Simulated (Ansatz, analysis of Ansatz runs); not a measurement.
## Migration in Mg2TiO4 (Imma): H transfer from O to O, charge +1

Aim: the barrier of one jump in Mg2TiO4 (Imma) at charge +1: H transfer from O to O. The model is a cell of 56 host atoms with 1 H put in; H is the atom that moves.

Method: plane-wave PAW DFT, PBEsol; nudged elastic band between two relaxed defect structures at fixed charge in a uniform background, in Ansatz 0.2.0.

### Step 1. Set-up

The cell holds 57 atoms: 16 Mg, 8 Ti, 32 O and 1 H. Its edges and angles: a = 8.408 Å, b = 8.408 Å, c = 8.478 Å, α = 90.0°, β = 90.0°, γ = 89.7°. It derives from Mg2TiO4 (space group Imma). Nearest the centre at fractional (0.622, 0.510, 0.386): H57 at 0.37 Å, O36 at 1.36 Å, O32 at 1.36 Å, Ti24 at 1.42 Å, Mg8 at 1.57 Å, O28 at 2.32 Å, O40 at 2.40 Å, Ti20 at 2.49 Å. The cell carries charge +1.

The cell's shortest repeat is 8.4 Å.

### Step 2. Relaxation of the start point, charge +1

A barrier is counted from a minimum, so both ends are relaxed first. Small random displacements break the symmetry of the ideal sites, so that the defect can distort if it gains by it. The charge of +1 is set by the electron count, and a uniform background keeps the cell neutral.

File qp1.start/input.yaml:

```yaml
crystal:
  lattice:
    - [5.93160526, 5.95895149, 0.0]
    - [-5.93160526, 5.95895149, 0.0]
    - [0.0, 0.0, 8.47824647]
  atoms:
    - { symbol: Mg, position: [0.375, 0.375, 0.13611587] }
    - { symbol: Mg, position: [0.375, 0.875, 0.63611587] }
    - { symbol: Mg, position: [0.875, 0.375, 0.63611587] }
    - { symbol: Mg, position: [0.875, 0.875, 0.13611587] }
    - { symbol: Mg, position: [0.25, 0.0, 0.25] }
    - { symbol: Mg, position: [0.25, 0.5, 0.75] }
    - { symbol: Mg, position: [0.75, 0.0, 0.75] }
    - { symbol: Mg, position: [0.75, 0.5, 0.25] }
    - { symbol: Mg, position: [0.0, 0.25, 0.25] }
    - { symbol: Mg, position: [0.0, 0.75, 0.75] }
    - { symbol: Mg, position: [0.5, 0.25, 0.75] }
    - { symbol: Mg, position: [0.5, 0.75, 0.25] }
    - { symbol: Mg, position: [0.125, 0.125, 0.86388413] }
    - { symbol: Mg, position: [0.125, 0.625, 0.36388413] }
    - { symbol: Mg, position: [0.625, 0.125, 0.36388413] }
    - { symbol: Mg, position: [0.625, 0.625, 0.86388413] }
    - { symbol: Ti, position: [0.25, 0.25, 0.5] }
    - { symbol: Ti, position: [0.25, 0.75, 0.0] }
    - { symbol: Ti, position: [0.75, 0.25, 0.0] }
    - { symbol: Ti, position: [0.75, 0.75, 0.5] }
    - { symbol: Ti, position: [0.0, 0.0, 0.5] }
    - { symbol: Ti, position: [0.0, 0.5, 0.0] }
    - { symbol: Ti, position: [0.5, 0.0, 0.0] }
    - { symbol: Ti, position: [0.5, 0.5, 0.5] }
    - { symbol: O, position: [0.01287539, 0.23712461, 0.49805415] }
    - { symbol: O, position: [0.01287539, 0.73712461, 0.99805415] }
    - { symbol: O, position: [0.51287539, 0.23712461, 0.99805415] }
    - { symbol: O, position: [0.51287539, 0.73712461, 0.49805415] }
    - { symbol: O, position: [0.23712461, 0.01287539, 0.49805415] }
    - { symbol: O, position: [0.23712461, 0.51287539, 0.99805415] }
    - { symbol: O, position: [0.73712461, 0.01287539, 0.99805415] }
    - { symbol: O, position: [0.73712461, 0.51287539, 0.49805415] }
    - { symbol: O, position: [0.00722809, 0.00722809, 0.27354562] }
    - { symbol: O, position: [0.00722809, 0.50722809, 0.77354562] }
    - { symbol: O, position: [0.50722809, 0.00722809, 0.77354562] }
    - { symbol: O, position: [0.50722809, 0.50722809, 0.27354562] }
    - { symbol: O, position: [0.24277191, 0.24277191, 0.27354562] }
    - { symbol: O, position: [0.24277191, 0.74277191, 0.77354562] }
    - { symbol: O, position: [0.74277191, 0.24277191, 0.77354562] }
    - { symbol: O, position: [0.74277191, 0.74277191, 0.27354562] }
    - { symbol: O, position: [0.25722809, 0.25722809, 0.72645438] }
    - { symbol: O, position: [0.25722809, 0.75722809, 0.22645438] }
    - { symbol: O, position: [0.75722809, 0.25722809, 0.22645438] }
    - { symbol: O, position: [0.75722809, 0.75722809, 0.72645438] }
    - { symbol: O, position: [0.26287539, 0.48712461, 0.50194585] }
    - { symbol: O, position: [0.26287539, 0.98712461, 0.00194585] }
    - { symbol: O, position: [0.76287539, 0.48712461, 0.00194585] }
    - { symbol: O, position: [0.76287539, 0.98712461, 0.50194585] }
    - { symbol: O, position: [0.49277191, 0.49277191, 0.72645438] }
    - { symbol: O, position: [0.49277191, 0.99277191, 0.22645438] }
    - { symbol: O, position: [0.99277191, 0.49277191, 0.22645438] }
    - { symbol: O, position: [0.99277191, 0.99277191, 0.72645438] }
    - { symbol: O, position: [0.48712461, 0.26287539, 0.50194585] }
    - { symbol: O, position: [0.48712461, 0.76287539, 0.00194585] }
    - { symbol: O, position: [0.98712461, 0.26287539, 0.00194585] }
    - { symbol: O, position: [0.98712461, 0.76287539, 0.50194585] }
    - { symbol: H, position: [0.591127, 0.509481, 0.354909] }
total_charge: 1
basis:
  ecutwfc: 420
  xc_grid: 2
hamiltonian:
  xc: pbesol
kpoints:
  mp_grid: { grid: [1, 1, 1], shift: [0.25, 0.25, 0.25] }
scf:
  occupations: { method: fixed }
  max_iter: 100
output:
  forces: true
relax:
  f_tol: 0.02
  max_steps: 70
  random_displacement: { amplitude: 0.03, seed: 3116 }
```

Started as:

```sh
ansatz run input.yaml --threads 4 --pin off --max-ram 14131MiB --backend cpu --events-out ev --progress --plain --runs-dir out
```

Standard output:

```text
The last accepted step is kept in <dir> (removed where the run ends without a failure and the disk answers)
Engine: ansatz 0.2.0, aarch64-unknown-linux-gnu
Pseudopotentials: kind: paw
Pseudopotential: Mg, paw, valence charge 10, recommended cutoff 420 eV (normal), Mg.paw.azcp
Pseudopotential: Ti, paw, valence charge 12, recommended cutoff 420 eV (normal), Ti.paw.azcp
Pseudopotential: O, paw, valence charge 6, recommended cutoff 420 eV (normal), O.paw.azcp
Pseudopotential: H, paw, valence charge 1, recommended cutoff 420 eV (normal), H.paw.azcp
Functional definition: PBEsol
  exchange = pbesol_x
  correlation = pbesol_c
Crystal: 57 atoms, lattice volume = 599.347 Å³
Basis set: ecut = 420 eV, 11701 PW (Γ), exchange–correlation on 120×120×120 points (8 copies of the dense FFT grid, shifted against one another)
Bands: 281, of which v1, the nominal top of the filled ones, is band 224 counted from 1 (223 counted from 0)
Symmetry: 1 space group operations
k-points: 1
Non-local potential: Mg, projectors of the file, l = 0: 3, l = 1: 2, l = 2: 1
Non-local potential: Ti, projectors of the file, l = 0: 3, l = 1: 2, l = 2: 3, l = 3: 1
Non-local potential: O, projectors of the file, l = 0: 2, l = 1: 2, l = 2: 1
Non-local potential: H, projectors of the file, l = 0: 2, l = 1: 1
PAW form: soft (Blöchl's): semilocal exchange-correlation on the pseudo side does not see the compensation charge
PAW frozen core: Mg, regenerated for the run's functional, and the local potential with it (the file was generated under x = pbe(κ = 0.804, μ = 0.219515), c = pbe(β = 0.066725))
PAW frozen core: Ti, regenerated for the run's functional, and the local potential with it (the file was generated under x = pbe(κ = 0.804, μ = 0.219515), c = pbe(β = 0.066725))
PAW frozen core: O, regenerated for the run's functional, and the local potential with it (the file was generated under x = pbe(κ = 0.804, μ = 0.219515), c = pbe(β = 0.066725))
PAW one-centre angular grid: Mg, 110 points (default); XC on 64 Gauss nodes
PAW one-centre angular grid: Ti, 590 points (default); XC on 64 Gauss nodes
PAW one-centre angular grid: O, 110 points (default); XC on 64 Gauss nodes
PAW one-centre angular grid: H, 110 points (default); XC on 64 Gauss nodes
Initial density: superposition of atomic densities (neutral atoms scaled as one to the charged cell's electrons: chi_scale 0, normalization atom), corrected by the library's trained network
Initial wavefunctions: pseudopotential atomic-orbital guess
Functional: x = pbesol(κ = 0.804, μ = 0.123457), c = pbesol(β = 0.046)
SCF iter   1: F=—  HF=-68434.382564 eV  |F-HF|=—  |Δ(HF+E_count)|=         —  Δρ=1.40e-2  dr2=1.27e0  ethr=1.77e-3  ⟨swp⟩=5.0  Hψ=830  notcnv=0  defer=52
preconditioner: auto → Resta (q_TF=auto, 2.599 Å⁻¹)  ε∞=5.5  [insulator: Δε(μ)=2.712 eV  Ē_g=11.436 eV  n_scr=178 (ndim 8)  ℏωp=24.3 eV  f_vac=0.038  ε∞_Penn≈5.5]
SCF iter   2: F=—  HF=-68434.116243 eV  |F-HF|=—  |Δ(HF+E_count)|=   2.66e-1  Δρ=5.56e-3  dr2=2.36e-1  ethr=2.83e-4  ⟨swp⟩=2.0  Hψ=430  notcnv=0  defer=54
SCF iter   3: F=—  HF=-68434.073919 eV  |F-HF|=—  |Δ(HF+E_count)|=   4.23e-2  Δρ=2.56e-3  dr2=6.10e-2  ethr=5.28e-5  ⟨swp⟩=2.0  Hψ=326  notcnv=0  defer=55
SCF iter   4: F=—  HF=-68434.059314 eV  |F-HF|=—  |Δ(HF+E_count)|=   1.46e-2  Δρ=1.28e-3  dr2=2.15e-2  ethr=1.36e-5  ⟨swp⟩=3.0  Hψ=385  notcnv=0  defer=55
SCF iter   5: F=—  HF=-68434.053098 eV  |F-HF|=—  |Δ(HF+E_count)|=   6.22e-3  Δρ=5.64e-4  dr2=3.12e-3  ethr=4.80e-6  ⟨swp⟩=3.0  Hψ=385  notcnv=0  defer=55
SCF iter   6: F=—  HF=-68434.050221 eV  |F-HF|=—  |Δ(HF+E_count)|=   2.88e-3  Δρ=2.56e-4  dr2=4.48e-4  ethr=6.96e-7  ⟨swp⟩=2.0  Hψ=509  notcnv=0  defer=55
SCF iter   7: F=—  HF=-68434.050178 eV  |F-HF|=—  |Δ(HF+E_count)|=   4.34e-5  Δρ=1.01e-4  dr2=6.67e-5  ethr=1.00e-7  ⟨swp⟩=2.0  Hψ=439  notcnv=0  defer=55
SCF iter   8: F=—  HF=-68434.050180 eV  |F-HF|=—  |Δ(HF+E_count)|=   2.02e-6  Δρ=4.03e-5  dr2=1.16e-5  ethr=1.49e-8  ⟨swp⟩=2.0  Hψ=381  notcnv=0  defer=55
SCF iter   9: F=-68434.050181 eV  HF=-68434.050182 eV  |F-HF|=4.89e-7  |Δ(HF+E_count)|=   1.46e-6  Δρ=1.97e-5  dr2=2.38e-6  ethr=2.23e-9  ⟨swp⟩=4.0  Hψ=793  notcnv=0
SCF 1 converged in 9 iterations: F = -68434.050181 eV  dr2 = 2.38e-6
  greatest PAW one-centre occupation: 1.000 electrons in one spin orbital (limit 2), on the Mg atom at site 7 (counted from 0), in its partial waves of l = 1
relax step   1: F+E_penalty+E_count = -68434.05018103 eV  Δ(F+E_penalty+E_count) = +0.000e0 eV  max|allowed force component| = 1.097e1 eV/Å  Δτ_max = 0.0000 Å  (9 SCF iters, dr2 threshold 1.00e-5 eV, accepted)
[... the SCF cycles and remarks between the steps are left out from here to the last step ...]
relax step   2: F+E_penalty+E_count = -68436.09889970 eV  Δ(F+E_penalty+E_count) = -2.049e0 eV  max|allowed force component| = 4.852e0 eV/Å  Δτ_max = 0.1480 Å  (6 SCF iters, dr2 threshold 1.00e-4 eV, accepted)
relax step   3: F+E_penalty+E_count = -68436.83603219 eV  Δ(F+E_penalty+E_count) = -7.371e-1 eV  max|allowed force component| = 6.752e-1 eV/Å  Δτ_max = 0.1442 Å  (7 SCF iters, dr2 threshold 1.00e-4 eV, accepted)
relax step   4: F+E_penalty+E_count = -68436.95256522 eV  Δ(F+E_penalty+E_count) = -1.165e-1 eV  max|allowed force component| = 7.002e-1 eV/Å  Δτ_max = 0.0858 Å  (6 SCF iters, dr2 threshold 2.85e-5 eV, accepted)
relax step   5: F+E_penalty+E_count = -68437.10951713 eV  Δ(F+E_penalty+E_count) = -1.570e-1 eV  max|allowed force component| = 9.723e-1 eV/Å  Δτ_max = 0.2000 Å  (6 SCF iters, dr2 threshold 3.06e-5 eV, accepted)
relax step   6: F+E_penalty+E_count = -68437.29255241 eV  Δ(F+E_penalty+E_count) = -1.830e-1 eV  max|allowed force component| = 9.799e-1 eV/Å  Δτ_max = 0.1961 Å  (6 SCF iters, dr2 threshold 1.00e-4 eV, accepted)
relax step   7: F+E_penalty+E_count = -68437.51499669 eV  Δ(F+E_penalty+E_count) = -2.224e-1 eV  max|allowed force component| = 7.529e-1 eV/Å  Δτ_max = 0.1947 Å  (6 SCF iters, dr2 threshold 1.00e-4 eV, accepted)
relax step   8: F+E_penalty+E_count = -68437.68671235 eV  Δ(F+E_penalty+E_count) = -1.717e-1 eV  max|allowed force component| = 1.648e0 eV/Å  Δτ_max = 0.1951 Å  (6 SCF iters, dr2 threshold 1.00e-4 eV, accepted)
relax step   9: F+E_penalty+E_count = -68437.93268531 eV  Δ(F+E_penalty+E_count) = -2.460e-1 eV  max|allowed force component| = 6.816e-1 eV/Å  Δτ_max = 0.2000 Å  (6 SCF iters, dr2 threshold 1.00e-4 eV, accepted)
relax step  10: F+E_penalty+E_count = -68438.03082043 eV  Δ(F+E_penalty+E_count) = -9.814e-2 eV  max|allowed force component| = 5.044e-1 eV/Å  Δτ_max = 0.2000 Å  (6 SCF iters, dr2 threshold 7.95e-5 eV, accepted)
relax step  11: F+E_penalty+E_count = -68438.05629151 eV  Δ(F+E_penalty+E_count) = -2.547e-2 eV  max|allowed force component| = 4.851e-1 eV/Å  Δτ_max = 0.2000 Å  (6 SCF iters, dr2 threshold 4.35e-5 eV, accepted)
relax step  12: F+E_penalty+E_count = -68438.07765828 eV  Δ(F+E_penalty+E_count) = -2.137e-2 eV  max|allowed force component| = 3.242e-1 eV/Å  Δτ_max = 0.0732 Å  (5 SCF iters, dr2 threshold 1.00e-4 eV, accepted)
relax step  13: F+E_penalty+E_count = -68438.08219676 eV  Δ(F+E_penalty+E_count) = -4.538e-3 eV  max|allowed force component| = 1.190e-1 eV/Å  Δτ_max = 0.0788 Å  (6 SCF iters, dr2 threshold 4.69e-5 eV, accepted)
relax step  14: F+E_penalty+E_count = -68438.09342100 eV  Δ(F+E_penalty+E_count) = -1.122e-2 eV  max|allowed force component| = 6.253e-2 eV/Å  Δτ_max = 0.0526 Å  (7 SCF iters, dr2 threshold 1.91e-6 eV, accepted)
relax step  15: F+E_penalty+E_count = -68438.09397049 eV  Δ(F+E_penalty+E_count) = -5.495e-4 eV  max|allowed force component| = 1.852e-2 eV/Å  Δτ_max = 0.0094 Å  (6 SCF iters, dr2 threshold 5.27e-7 eV, accepted)
iter 1 solved again at ethr=6.27e-11 eV; its pass at ethr=3.10e-3 eV (dr2=2.81e-7 eV) is discarded
SCF iter   1: F=—  HF=-68438.094905 eV  |F-HF|=—  |Δ(HF+E_count)|=         —  Δρ=1.04e-5  dr2=2.93e-7  ethr=6.27e-11  ⟨swp⟩=2.0  Hψ=822  notcnv=0  defer=53
SCF iter   2: F=—  HF=-68438.093971 eV  |F-HF|=—  |Δ(HF+E_count)|=   9.34e-4  Δρ=5.63e-6  dr2=1.17e-7  ethr=6.27e-11  ⟨swp⟩=3.0  Hψ=666  notcnv=0  defer=53
SCF iter   3: F=-68438.093971 eV  HF=-68438.093971 eV  |F-HF|=1.08e-8  |Δ(HF+E_count)|=   7.13e-9  Δρ=3.37e-6  dr2=4.25e-8  ethr=2.23e-11  ⟨swp⟩=3.0  Hψ=725  notcnv=0
SCF 16 converged in 3 iterations: F = -68438.093971 eV  dr2 = 4.25e-8
relax step  16: F+E_penalty+E_count = -68438.09397055 eV  Δ(F+E_penalty+E_count) = -5.994e-8 eV  max|allowed force component| = 1.850e-2 eV/Å  Δτ_max = 0.0000 Å  (3 SCF iters, accepted)
SCF converged after 3 iterations
Free energy (F): -68438.093971 eV
Harris-Foulkes:  -68438.093971 eV  (|F-HF|=1.08e-8)
Internal energy: -68438.093971 eV  (E = F + TS)
E sigma→0 (E₀):  -68438.093971 eV
Fermi energy:    6.994589 eV
--- Per-component energies (eV) ---
  E_band       = -6710.483425
  E_kinetic    = 9056.197164
  E_local      = -41950.081571  (includes V_loc(G=0)·N_el)
  E_nonlocal   = 3103.306902
  E_hartree    = 15289.832221
  E_xc         = -3606.278015
  E_vxc        = -4615.739547  (∫ρ·V_xc dr)
  E_paw        = -17527.022309  (= ΣΔE_a)
  E_vpaw       = -2883.911775  (= ΣTr[D̂ρ^β])
  E_aug_tail   = 0.079126  (compensation charges beyond the density's cutoff)
  E_ewald      = -32807.313571
  E_core_change = 3.186084  (= ΣΔE_core)
  E_smearing   = -0.000000  (= −TS)
  E_closure    = -0.000000  (closes the sum)
  E_deformation_potential = 17.075408  (in the stress; not in F)
  Σ components = -68438.093971   (vs F -68438.093971, Δ=0.00e0)
--- Forces (eV/Å), atoms counted from 1 ---
  atom   1  Mg    -0.00240413    -0.00600573    -0.00512327
  atom   2  Mg    -0.00021830    -0.00171253     0.00011011
  [... 5 atoms left out ...]
  atom   8  Mg     0.00266486     0.00129364    -0.00015843
  [... 3 atoms left out ...]
  atom  12  Mg     0.00012344     0.00015700     0.00166917
  [... 7 atoms left out ...]
  atom  20  Ti    -0.00377640    -0.00140519     0.00397128
  [... 3 atoms left out ...]
  atom  24  Ti    -0.00282021    -0.00068015     0.01395633
  [... 3 atoms left out ...]
  atom  28  O     -0.00132532     0.00175469    -0.00030527
  [... 3 atoms left out ...]
  atom  32  O      0.00020861    -0.00058371    -0.00732886
  [... 3 atoms left out ...]
  atom  36  O     -0.01126113     0.00635293     0.00549238
  [... 3 atoms left out ...]
  atom  40  O      0.00103569    -0.00068252    -0.00565790
  [... 12 atoms left out ...]
  atom  53  O      0.00029599     0.00476170    -0.00150963
  [... 3 atoms left out ...]
  atom  57  H      0.01850363    -0.00042254    -0.00215586
  max |Σ_I F_I| component: 6.82e-5 eV/Å
--- Relaxed structure (16 steps of the walk, 16 accepted, 0 SCFs on fresh bases) ---
  F+E_penalty+E_count = -68438.09397055 eV   max|allowed force component| = 1.850e-2 eV/Å
  atoms:
    - { symbol: Mg, position: [0.355939, 0.369892, 0.125569] }
    - { symbol: Mg, position: [0.376063, 0.875397, 0.636951] }
    [... 5 atoms left out ...]
    - { symbol: Mg, position: [0.770774, 0.514134, 0.253609] }
    [... 3 atoms left out ...]
    - { symbol: Mg, position: [0.501805, 0.751176, 0.249198] }
    [... 7 atoms left out ...]
    - { symbol: Ti, position: [0.757459, 0.758424, 0.502179] }
    [... 3 atoms left out ...]
    - { symbol: Ti, position: [0.506721, 0.506138, 0.519916] }
    [... 3 atoms left out ...]
    - { symbol: O, position: [0.508751, 0.731674, 0.494626] }
    [... 3 atoms left out ...]
    - { symbol: O, position: [0.735746, 0.513451, 0.497926] }
    [... 3 atoms left out ...]
    - { symbol: O, position: [0.512521, 0.487043, 0.262368] }
    [... 3 atoms left out ...]
    - { symbol: O, position: [0.741302, 0.746640, 0.274458] }
    [... 12 atoms left out ...]
    - { symbol: O, position: [0.488904, 0.264397, 0.505176] }
    [... 3 atoms left out ...]
    - { symbol: H, position: [0.577986, 0.385903, 0.253980] }
```

Elapsed: 1.8 min, on 4 threads of Arm Neoverse V1, shared host; peak memory 1.1 GiB.

Step by step:

```
step  energy less that of the first step (eV)  largest force component (eV/Å)
   1                                   0.0000                         10.9700
   2                                  -2.0487                          4.8515
   3                                  -2.7859                          0.6752
   4                                  -2.9024                          0.7002
   5                                  -3.0593                          0.9723
   6                                  -3.2424                          0.9799
   7                                  -3.4648                          0.7529
   8                                  -3.6365                          1.6481
   9                                  -3.8825                          0.6816
  10                                  -3.9806                          0.5044
  11                                  -4.0061                          0.4851
  12                                  -4.0275                          0.3242
  13                                  -4.0320                          0.1190
  14                                  -4.0432                          0.0625
  15                                  -4.0438                          0.0185
  16                                  -4.0438                          0.0185
```

The atoms that moved most (Å, from the sites as typed, ahead of the random displacement, the mean shift of all atoms taken out):

```
atom      dx      dy      dz  length
 H57   0.653  -0.812  -0.856   1.348
 Mg8   0.037   0.211   0.030   0.216
 O36   0.149  -0.086  -0.095   0.196
 Mg1  -0.085  -0.141  -0.090   0.188
Ti24   0.001   0.079   0.168   0.186
 O43  -0.147   0.011   0.054   0.157
Ti20  -0.008   0.097   0.018   0.099
Ti21  -0.021   0.089   0.036   0.099
```

Neighbours of H57 at the end:

```
atom  distance (Å)
 O36         1.013
 O43         1.719
 Mg8         1.951
 Mg1         2.166
Mg15         2.451
 O53         2.479
Ti24         2.541
 O27         2.555
```

Read from the output:

* free energy: -68438.0940 eV
* r.m.s. move of the farther half of the atoms: 0.03518 Å
* largest move from the ideal geometry of this structure, a common shift of the far atoms taken out: 1.377 Å

The relaxation gained 4.044 eV and ended with a largest force component of 0.019 eV/Å.

(Continued in part 2 of 4.)

[Long decimals in the printed logs are rounded to 6 places.]

[Repeated set-up lines and some long k-point lines are left out of the logs, and relaxed atomic positions are cut to six decimals.]

[Logs are printed without paths, hosts, clocks, repeated set-up lines and the standing remarks that a program may print on its own settings, such as how far it seeks lower states.]

[Hosts, paths, dates, database ids (printed as entryN), source tags and the programs' standing remarks are cut or masked in the printed files.]
